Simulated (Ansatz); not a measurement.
## Ta2O5 (P2/m): the gap under strain at three levels

Aim: how the gap of Ta2O5 (P2/m) follows strain, by a semilocal functional, a hybrid and G0W0.

Method: a semilocal functional, HSE06 and G0W0, plane waves, PAW, in Ansatz 0.2.0.

This is a report of a sequence of runs, with most program output left out.

## (1) The structure

It takes space group P2/m (No. 10, monoclinic). Conventional cell: a = 3.841 Å, b = 3.863 Å, c = 6.778 Å, α = 90.00°, β = 105.57°, γ = 90.00°. Ta has 6 O at 1.91 to 2.20 Å nearest. Nearest to O lie 2 Ta at 1.93 Å. Nearest to O lie 3 Ta at 1.98 to 2.20 Å. Nearest to O lie 2 Ta at 1.91 Å. Farther neighbours and most contacts between anions are not listed.

The cell is the Materials Project's (PBE, PBE+U or r2SCAN) relaxed one; the positions were relaxed with LDA. Spin-orbit coupling is left out unless a step names it.

## (2) Unstrained: LDA

This step: DFT, LDA, plane waves, PAW; PAW set soft_1.

File input.yaml:

```yaml
crystal:
  lattice:
    - [3.8414080139, 0.0, 0.0]
    - [0.0, 3.86271575, 0.0]
    - [-1.8189421445, 0.0, 6.5289594201]
  atoms:
    - { symbol: Ta, position: [0.6486169001, 0.0, 0.7919423423] }
    - { symbol: Ta, position: [0.3513830999, 0.0, 0.2080576577] }
    - { symbol: O, position: [0.6602358819, 0.5, 0.7989628623] }
    - { symbol: O, position: [0.3397641181, 0.5, 0.2010371377] }
    - { symbol: O, position: [0.1894793452, 0.0, 0.8715181354] }
    - { symbol: O, position: [0.8105206548, 0.0, 0.1284818646] }
    - { symbol: O, position: [0.5, 0.0, 0.5] }
kpoints:
  mp_grid: { grid: [6, 6, 4] }
  band_path:
    path:
      - [0.0, 0.0, 0.0]
      - [0.0, 0.5, 0.0]
      - [0.0, 0.5, 0.5]
      - [0.0, 0.0, 0.5]
      - [-0.5, 0.0, 0.5]
      - [-0.5, 0.5, 0.5]
      - [-0.5, 0.5, 0.0]
      - [-0.5, 0.0, 0.0]
    npoints: 1
hamiltonian:
  xc: lda
  pseudopotentials: { kind: paw, azcp: { folder: soft_1 }, xc_functional: pbe }
scf:
  occupations: { method: fermi_dirac, width: 0.02 }
  n_extra_bands: 6
output:
  eigenvalues: true
  write_density: true
  write_potential: true
  elf: true
  volumetric_format: npy
```

Run with:

```bash
$ ansatz run input.yaml --threads 3 --pin off --max-ram 92160MiB --backend cuda --events-out ev --progress --plain --runs-dir out --devices 1 --max-vram 13GiB
```

Run time: 8.3 s. Hardware: 1 × NVIDIA H100 80GB HBM3 (shared by 6 runs) with 3 threads of AMD EPYC 7R13 (Zen 3), shared host; peak memory 0.94 GiB.

This step gave:

| Property | Result |
| --- | --- |
| gap | 2.117 eV |
| valence top at | E |
| conduction bottom at | B |
| least direct gap | 2.782 eV |

The gap is indirect, with the least direct gap 0.66 eV higher.

## (3) Unstrained: G0W0

G0W0 replaces the xc potential by the self-energy, built once from these orbitals. Only a window of levels is corrected, while the sums run over the empty bands that the input names. This step takes PAW set soft_1 files.

This step: G0W0 on LDA, plane waves, PAW; PAW set soft_1.

input.yaml, the sections that differ from step 2:

```yaml
kpoints:
  mp_grid: { grid: [4, 4, 2] }
scf:
  occupations: { method: fixed }
gw:
  n_empty_bands: 364
  ecut_chi: 140
  qp_bands: [v2, c2]
  qp_kpoints: band_edges
  screening: { model: contour_deformation }
# crystal, hamiltonian: as in step 2
# output: removed
```

It took 25 s on 1 × NVIDIA H100 80GB HBM3 (shared by 6 runs) with 3 threads; peak memory 1.6 GiB.

Numbers from this step:

| Property | Result |
| --- | --- |
| bands summed | 392 |
| RPA ε∞ on this mesh (eigenvalues) | 4.788, 4.933, 7.507 |
| plane waves in the screening matrix | 373 |
| q-points in the mesh | 32 |
| G0W0 gap on the mesh | 3.514 eV |
| k of the valence top | -0.5, -0.5, -0.5 |
| k of the conduction bottom | 0, 0, -0.5 |
| starting gap on the mesh | 2.100 eV |
| Z at the valence top | 0.7258 |
| Z at the conduction bottom | 0.7933 |
| least direct G0W0 gap on the computed points | 4.209 eV |

The gap on the mesh goes from 2.10 eV to 3.51 eV, a correction of +1.41 eV. Between the two edge states, bare exchange in place of the xc potential would open the gap by 10.67 eV, and correlation takes back 9.26 eV.

## (4) Unstrained: HSE06

HSE06 mixes in a quarter of exact exchange at short range. Exchange couples all pairs of k points, which makes a full band path dear, so levels are read on the mesh and at chosen points.

This step: DFT, HSE06, plane waves, PAW; PAW set soft_1.

Changes to input.yaml since step 3:

```diff
@@ -15,12 +15,24 @@
   mp_grid: { grid: [4, 4, 2] }
+  band_path:
+    path:
+      - [0.0, 0.0, 0.0]
+      - [0.0, 0.5, 0.0]
+      - [0.0, 0.5, 0.5]
+      - [0.0, 0.0, 0.5]
+      - [-0.5, 0.0, 0.5]
+      - [-0.5, 0.5, 0.5]
+      - [-0.5, 0.5, 0.0]
+      - [-0.5, 0.0, 0.0]
+    npoints: 1
 hamiltonian:
-  xc: lda
-  pseudopotentials: { kind: paw, azcp: { folder: soft_1 }, xc_functional: pbe }
+  xc: hse06
+  pseudopotentials: { kind: paw, azcp: { folder: soft_1 } }
 scf:
   occupations: { method: fixed }
-gw:
-  n_empty_bands: 364
-  ecut_chi: 140
-  qp_bands: [v2, c2]
-  qp_kpoints: band_edges
-  screening: { model: contour_deformation }
+  n_extra_bands: 6
+output:
+  eigenvalues: true
+  write_density: true
+  write_potential: true
+  elf: true
+  volumetric_format: npy
```

Run time: 24 s. Hardware: 1 × NVIDIA H100 80GB HBM3 (shared by 6 runs) with 3 threads; peak memory 1.2 GiB.

Numbers from this step:

```yaml
gap: 3.655 eV
valence_top_at: E
conduction_bottom_at: B
least_direct_gap: 4.269 eV
exact_exchange_fraction: 0.25
```

The gap stands +1.54 eV against LDA.

## (5) Hydrostatic -1.0 %: LDA

This step: DFT, LDA, plane waves, PAW; PAW set soft_1.

The cell differs from the one that the last finished run ended in (a 3.841 → 3.803 Å, b 3.863 → 3.824 Å, c 6.778 → 6.710 Å).

File input.yaml:

```yaml
crystal:
  lattice:
    - [3.8029939338, 0.0, 0.0]
    - [0.0, 3.8240885925, 0.0]
    - [-1.8007527231, 0.0, 6.4636698259]
  atoms:
    - { symbol: Ta, position: [0.6485990684, 0.0, 0.7921887559] }
    - { symbol: Ta, position: [0.3514009316, 0.0, 0.2078112441] }
    - { symbol: O, position: [0.6652198356, 0.5, 0.8008792217] }
    - { symbol: O, position: [0.3347801644, 0.5, 0.1991207783] }
    - { symbol: O, position: [0.1897069903, 0.0, 0.8710707635] }
    - { symbol: O, position: [0.8102930097, 0.0, 0.1289292365] }
    - { symbol: O, position: [0.5, 0.0, 0.5] }
kpoints:
  mp_grid: { grid: [6, 6, 4] }
  band_path:
    path:
      - [0.0, 0.0, 0.0]
      - [0.0, 0.5, 0.0]
      - [0.0, 0.5, 0.5]
      - [0.0, 0.0, 0.5]
      - [-0.5, 0.0, 0.5]
      - [-0.5, 0.5, 0.5]
      - [-0.5, 0.5, 0.0]
      - [-0.5, 0.0, 0.0]
    npoints: 1
hamiltonian:
  xc: lda
  pseudopotentials: { kind: paw, azcp: { folder: soft_1 }, xc_functional: pbe }
scf:
  occupations: { method: fermi_dirac, width: 0.02 }
  n_extra_bands: 6
output:
  eigenvalues: true
```

The job ended after 5.2 s (1 × NVIDIA H100 80GB HBM3 (shared by 6 runs) with 3 threads; peak memory 0.91 GiB; 4.8 s of CPU time).

Numbers from this step:

* gap: 2.205 eV
* valence top at: E
* conduction bottom at: B
* least direct gap: 2.863 eV

The gap is indirect, with the least direct gap 0.66 eV higher.

## (6) Hydrostatic -1.0 %: G0W0

This step: G0W0 on LDA, plane waves, PAW; PAW set soft_1.

input.yaml, the sections that differ from step 5:

```yaml
kpoints:
  mp_grid: { grid: [4, 4, 2] }
scf:
  occupations: { method: fixed }
gw:
  n_empty_bands: 364
  ecut_chi: 140
  qp_bands: [v2, c2]
  qp_kpoints: band_edges
  screening: { model: contour_deformation }
# crystal, hamiltonian: as in step 5
# output: removed
```

It took 20 s on 1 × NVIDIA H100 80GB HBM3 (shared by 6 runs) with 3 threads; peak memory 1.6 GiB.

Numbers from this step:

* bands summed: 392
* RPA ε∞ on this mesh (eigenvalues): 4.734, 4.902, 7.242
* plane waves in the screening matrix: 365
* G0W0 gap on the mesh: 3.642 eV
* k of the valence top: -0.5, -0.5, -0.5
* k of the conduction bottom: 0, 0, -0.5
* starting gap on the mesh: 2.189 eV
* least direct G0W0 gap on the computed points: 4.366 eV

The gap on the mesh goes from 2.19 eV to 3.64 eV, a correction of +1.45 eV. Between the two edge states, bare exchange in place of the xc potential would open the gap by 10.66 eV, and correlation takes back 9.21 eV.

## (7) Hydrostatic -1.0 %: HSE06

This step: DFT, HSE06, plane waves, PAW; PAW set soft_1.

Changes to input.yaml since step 6:

```diff
@@ -15,12 +15,20 @@
   mp_grid: { grid: [4, 4, 2] }
+  band_path:
+    path:
+      - [0.0, 0.0, 0.0]
+      - [0.0, 0.5, 0.0]
+      - [0.0, 0.5, 0.5]
+      - [0.0, 0.0, 0.5]
+      - [-0.5, 0.0, 0.5]
+      - [-0.5, 0.5, 0.5]
+      - [-0.5, 0.5, 0.0]
+      - [-0.5, 0.0, 0.0]
+    npoints: 1
 hamiltonian:
-  xc: lda
-  pseudopotentials: { kind: paw, azcp: { folder: soft_1 }, xc_functional: pbe }
+  xc: hse06
+  pseudopotentials: { kind: paw, azcp: { folder: soft_1 } }
 scf:
   occupations: { method: fixed }
-gw:
-  n_empty_bands: 364
-  ecut_chi: 140
-  qp_bands: [v2, c2]
-  qp_kpoints: band_edges
-  screening: { model: contour_deformation }
+  n_extra_bands: 6
+output:
+  eigenvalues: true
```

Elapsed: 18 s, on 1 × NVIDIA H100 80GB HBM3 (shared by 6 runs) with 3 threads; peak memory 1.2 GiB.

This step gave:

- gap: 3.763 eV
- valence top at: E
- conduction bottom at: B
- least direct gap: 4.407 eV

The gap stands +1.56 eV against LDA.

## (8) Hydrostatic -1.0 %: LDA

This step: DFT, LDA, plane waves, PAW; PAW set soft_1.

Changes to input.yaml since step 7:

```diff
@@ -14,3 +14,3 @@
 kpoints:
-  mp_grid: { grid: [4, 4, 2] }
+  mp_grid: { grid: [6, 6, 4] }
   band_path:
@@ -27,6 +27,6 @@
 hamiltonian:
-  xc: hse06
-  pseudopotentials: { kind: paw, azcp: { folder: soft_1 } }
+  xc: lda
+  pseudopotentials: { kind: paw, azcp: { folder: soft_1 }, xc_functional: pbe }
 scf:
-  occupations: { method: fixed }
+  occupations: { method: fermi_dirac, width: 0.02 }
   n_extra_bands: 6
```

The job ended after 5 s (1 × NVIDIA H100 80GB HBM3 (shared by 6 runs) with 3 threads; peak memory 0.92 GiB).

This step gave:

* gap: 2.205 eV
* valence top at: E
* conduction bottom at: B
* least direct gap: 2.863 eV

The gap is 2.205 eV, as in the run before at this level.

## (9) Hydrostatic -1.0 %: G0W0

This step: G0W0 on LDA, plane waves, PAW; PAW set soft_1.

input.yaml, the sections that differ from step 8:

```yaml
kpoints:
  mp_grid: { grid: [4, 4, 2] }
scf:
  occupations: { method: fixed }
gw:
  n_empty_bands: 364
  ecut_chi: 140
  qp_bands: [v2, c2]
  qp_kpoints: band_edges
  screening: { model: contour_deformation }
# crystal, hamiltonian: as in step 8
# output: removed
```

Elapsed: 19 s, on 1 × NVIDIA H100 80GB HBM3 (shared by 6 runs) with 3 threads; peak memory 1.6 GiB; 37 s of CPU time.

Numbers from this step:

```
bands summed                                 : 392
RPA ε∞ on this mesh (eigenvalues)            : 4.734, 4.902, 7.242
plane waves in the screening matrix          : 365
G0W0 gap on the mesh                         : 3.642 eV
k of the valence top                         : -0.5, -0.5, -0.5
k of the conduction bottom                   : 0, 0, -0.5
starting gap on the mesh                     : 2.189 eV
least direct G0W0 gap on the computed points : 4.366 eV
```

Against the run with 4×4×2 mesh, 364 empty bands, screening to 140 eV, PAW set soft_1 files, the gap moves by +0.000 eV.

## (10) Hydrostatic -1.0 %: HSE06

This step: DFT, HSE06, plane waves, PAW; PAW set soft_1.

Changes to input.yaml since step 9:

```diff
@@ -15,12 +15,20 @@
   mp_grid: { grid: [4, 4, 2] }
+  band_path:
+    path:
+      - [0.0, 0.0, 0.0]
+      - [0.0, 0.5, 0.0]
+      - [0.0, 0.5, 0.5]
+      - [0.0, 0.0, 0.5]
+      - [-0.5, 0.0, 0.5]
+      - [-0.5, 0.5, 0.5]
+      - [-0.5, 0.5, 0.0]
+      - [-0.5, 0.0, 0.0]
+    npoints: 1
 hamiltonian:
-  xc: lda
-  pseudopotentials: { kind: paw, azcp: { folder: soft_1 }, xc_functional: pbe }
+  xc: hse06
+  pseudopotentials: { kind: paw, azcp: { folder: soft_1 } }
 scf:
   occupations: { method: fixed }
-gw:
-  n_empty_bands: 364
-  ecut_chi: 140
-  qp_bands: [v2, c2]
-  qp_kpoints: band_edges
-  screening: { model: contour_deformation }
+  n_extra_bands: 6
+output:
+  eigenvalues: true
```

It took 21 s on 1 × NVIDIA H100 80GB HBM3 (shared by 6 runs) with 3 threads; peak memory 1.2 GiB.

This step gave:

```yaml
gap: 3.763 eV
valence_top_at: E
conduction_bottom_at: B
least_direct_gap: 4.407 eV
```

The gap stands +1.56 eV against LDA.

## (11) Uniaxial along z +1.0 %: LDA

This step: DFT, LDA, plane waves, PAW; PAW set soft_1.

The cell differs from the one that the last finished run ended in (a 3.803 → 3.841 Å, b 3.824 → 3.863 Å, c 6.710 → 6.841 Å).

File input.yaml:

```yaml
crystal:
  lattice:
    - [3.8414080139, 0.0, 0.0]
    - [0.0, 3.86271575, 0.0]
    - [-1.8189421445, 0.0, 6.5942490143]
  atoms:
    - { symbol: Ta, position: [0.6475155983, 0.0, 0.7907042773] }
    - { symbol: Ta, position: [0.3524844017, 0.0, 0.2092957227] }
    - { symbol: O, position: [0.6591057249, 0.5, 0.797218822] }
    - { symbol: O, position: [0.3408942751, 0.5, 0.202781178] }
    - { symbol: O, position: [0.1897444523, 0.0, 0.8725325436] }
    - { symbol: O, position: [0.8102555477, 0.0, 0.1274674564] }
    - { symbol: O, position: [0.5, 0.0, 0.5] }
kpoints:
  mp_grid: { grid: [6, 6, 4] }
  band_path:
    path:
      - [0.0, 0.0, 0.0]
      - [0.0, 0.5, 0.0]
      - [0.0, 0.5, 0.5]
      - [0.0, 0.0, 0.5]
      - [-0.5, 0.0, 0.5]
      - [-0.5, 0.5, 0.5]
      - [-0.5, 0.5, 0.0]
      - [-0.5, 0.0, 0.0]
    npoints: 1
hamiltonian:
  xc: lda
  pseudopotentials: { kind: paw, azcp: { folder: soft_1 }, xc_functional: pbe }
scf:
  occupations: { method: fermi_dirac, width: 0.02 }
  n_extra_bands: 6
output:
  eigenvalues: true
  write_density: true
  write_potential: true
  elf: true
  volumetric_format: npy
```

Elapsed: 5.3 s, on 1 × NVIDIA H100 80GB HBM3 (shared by 6 runs) with 3 threads; peak memory 0.94 GiB; 6.7 s of CPU time.

Numbers from this step:

| Property | Result |
| --- | --- |
| gap | 2.133 eV |
| valence top at | E |
| conduction bottom at | B |
| least direct gap | 2.817 eV |

The gap is indirect, with the least direct gap 0.68 eV higher.

## (12) Uniaxial along z +1.0 %: G0W0

This step: G0W0 on LDA, plane waves, PAW; PAW set soft_1.

input.yaml, the sections that differ from step 11:

```yaml
kpoints:
  mp_grid: { grid: [4, 4, 2] }
scf:
  occupations: { method: fixed }
gw:
  n_empty_bands: 364
  ecut_chi: 140
  qp_bands: [v2, c2]
  qp_kpoints: band_edges
  screening: { model: contour_deformation }
# crystal, hamiltonian: as in step 11
# output: removed
```

Wall time 19 s (1 × NVIDIA H100 80GB HBM3 (shared by 6 runs) with 3 threads); peak memory 1.6 GiB; 33 s of CPU time.

Numbers from this step:

| Quantity | Value |
| --- | --- |
| bands summed | 392 |
| RPA ε∞ on this mesh (eigenvalues) | 4.800, 4.950, 7.463 |
| plane waves in the screening matrix | 377 |
| G0W0 gap on the mesh | 3.527 eV |
| k of the valence top | -0.5, -0.5, -0.5 |
| k of the conduction bottom | 0, 0, -0.5 |
| starting gap on the mesh | 2.116 eV |
| least direct G0W0 gap on the computed points | 4.241 eV |

The gap on the mesh goes from 2.12 eV to 3.53 eV, a correction of +1.41 eV. Between the two edge states, bare exchange in place of the xc potential would open the gap by 10.68 eV, and correlation takes back 9.27 eV.

## (13) Uniaxial along z +1.0 %: HSE06

This step: DFT, HSE06, plane waves, PAW; PAW set soft_1.

Changes to input.yaml since step 12:

```diff
@@ -15,12 +15,20 @@
   mp_grid: { grid: [4, 4, 2] }
+  band_path:
+    path:
+      - [0.0, 0.0, 0.0]
+      - [0.0, 0.5, 0.0]
+      - [0.0, 0.5, 0.5]
+      - [0.0, 0.0, 0.5]
+      - [-0.5, 0.0, 0.5]
+      - [-0.5, 0.5, 0.5]
+      - [-0.5, 0.5, 0.0]
+      - [-0.5, 0.0, 0.0]
+    npoints: 1
 hamiltonian:
-  xc: lda
-  pseudopotentials: { kind: paw, azcp: { folder: soft_1 }, xc_functional: pbe }
+  xc: hse06
+  pseudopotentials: { kind: paw, azcp: { folder: soft_1 } }
 scf:
   occupations: { method: fixed }
-gw:
-  n_empty_bands: 364
-  ecut_chi: 140
-  qp_bands: [v2, c2]
-  qp_kpoints: band_edges
-  screening: { model: contour_deformation }
+  n_extra_bands: 6
+output:
+  eigenvalues: true
```

Run time: 18 s. Hardware: 1 × NVIDIA H100 80GB HBM3 (shared by 6 runs) with 3 threads; peak memory 1.2 GiB; 28 s of CPU time.

This step gave:

| Property | Result |
| --- | --- |
| gap | 3.669 eV |
| valence top at | E |
| conduction bottom at | k = (0.000, 0.000, -0.500) |
| least direct gap | 4.301 eV |

The gap stands +1.54 eV against LDA.

## (14) Biaxial in xy -1.5 %: LDA

This step: DFT, LDA, plane waves, PAW; PAW set soft_1.

The cell differs from the one that the last finished run ended in (a 3.841 → 3.784 Å, b 3.863 → 3.805 Å, c 6.841 → 6.770 Å).

File input.yaml:

```yaml
crystal:
  lattice:
    - [3.7837868937, 0.0, 0.0]
    - [0.0, 3.8047750138, 0.0]
    - [-1.7916580123, 0.0, 6.5289594201]
  atoms:
    - { symbol: Ta, position: [0.6464567283, 0.0, 0.7905432933] }
    - { symbol: Ta, position: [0.3535432717, 0.0, 0.2094567067] }
    - { symbol: O, position: [0.6700713333, 0.5, 0.7996270252] }
    - { symbol: O, position: [0.3299286667, 0.5, 0.2003729748] }
    - { symbol: O, position: [0.1910457062, 0.0, 0.8728085138] }
    - { symbol: O, position: [0.8089542938, 0.0, 0.1271914862] }
    - { symbol: O, position: [0.5, 0.0, 0.5] }
kpoints:
  mp_grid: { grid: [6, 6, 4] }
  band_path:
    path:
      - [0.0, 0.0, 0.0]
      - [0.0, 0.5, 0.0]
      - [0.0, 0.5, 0.5]
      - [0.0, 0.0, 0.5]
      - [-0.5, 0.0, 0.5]
      - [-0.5, 0.5, 0.5]
      - [-0.5, 0.5, 0.0]
      - [-0.5, 0.0, 0.0]
    npoints: 1
hamiltonian:
  xc: lda
  pseudopotentials: { kind: paw, azcp: { folder: soft_1 }, xc_functional: pbe }
scf:
  occupations: { method: fermi_dirac, width: 0.02 }
  n_extra_bands: 6
output:
  eigenvalues: true
```

The job ended after 7.5 s (1 × NVIDIA H100 80GB HBM3 (shared by 6 runs) with 3 threads; peak memory 0.91 GiB; 5.3 s of CPU time).

This step gave:

| Quantity | Value |
| --- | --- |
| gap | 2.322 eV |
| valence top at | E |
| conduction bottom at | B |
| least direct gap | 3.031 eV |

The gap is indirect, with the least direct gap 0.71 eV higher.

## (15) Biaxial in xy -1.5 %: G0W0

This step: G0W0 on LDA, plane waves, PAW; PAW set soft_1.

input.yaml, the sections that differ from step 14:

```yaml
kpoints:
  mp_grid: { grid: [4, 4, 2] }
scf:
  occupations: { method: fixed }
gw:
  n_empty_bands: 364
  ecut_chi: 140
  qp_bands: [v2, c2]
  qp_kpoints: band_edges
  screening: { model: contour_deformation }
# crystal, hamiltonian: as in step 14
# output: removed
```

Wall time 24 s (1 × NVIDIA H100 80GB HBM3 (shared by 6 runs) with 3 threads); peak memory 1.6 GiB.

Numbers from this step:

```
bands summed                                 : 392
RPA ε∞ on this mesh (eigenvalues)            : 4.702, 4.906, 6.950
plane waves in the screening matrix          : 365
G0W0 gap on the mesh                         : 3.778 eV
k of the valence top                         : -0.5, -0.5, -0.5
k of the conduction bottom                   : 0, 0, -0.5
starting gap on the mesh                     : 2.307 eV
least direct G0W0 gap on the computed points : 4.552 eV
```

The gap on the mesh goes from 2.31 eV to 3.78 eV, a correction of +1.47 eV. Between the two edge states, bare exchange in place of the xc potential would open the gap by 10.64 eV, and correlation takes back 9.17 eV.

(Part 1 of 2 ends here.)

[Paths, hosts, dates, memory and timing lines, banners, echoed tables and standing remarks are left out of the program output.]

[Logs are printed without paths, hosts, clocks, repeated set-up lines and the standing remarks that a program may print on its own settings, such as how far it seeks lower states.]

[Runs of the session that timed out or met a known fault of the program may be left out.]

[Cells called generated may have been cut or substituted from an entry of the Crystallography Open Database or the Materials Project.]

[Hosts, paths, dates, database ids (printed as entryN), source tags and the programs' standing remarks are cut or masked in the printed files.]
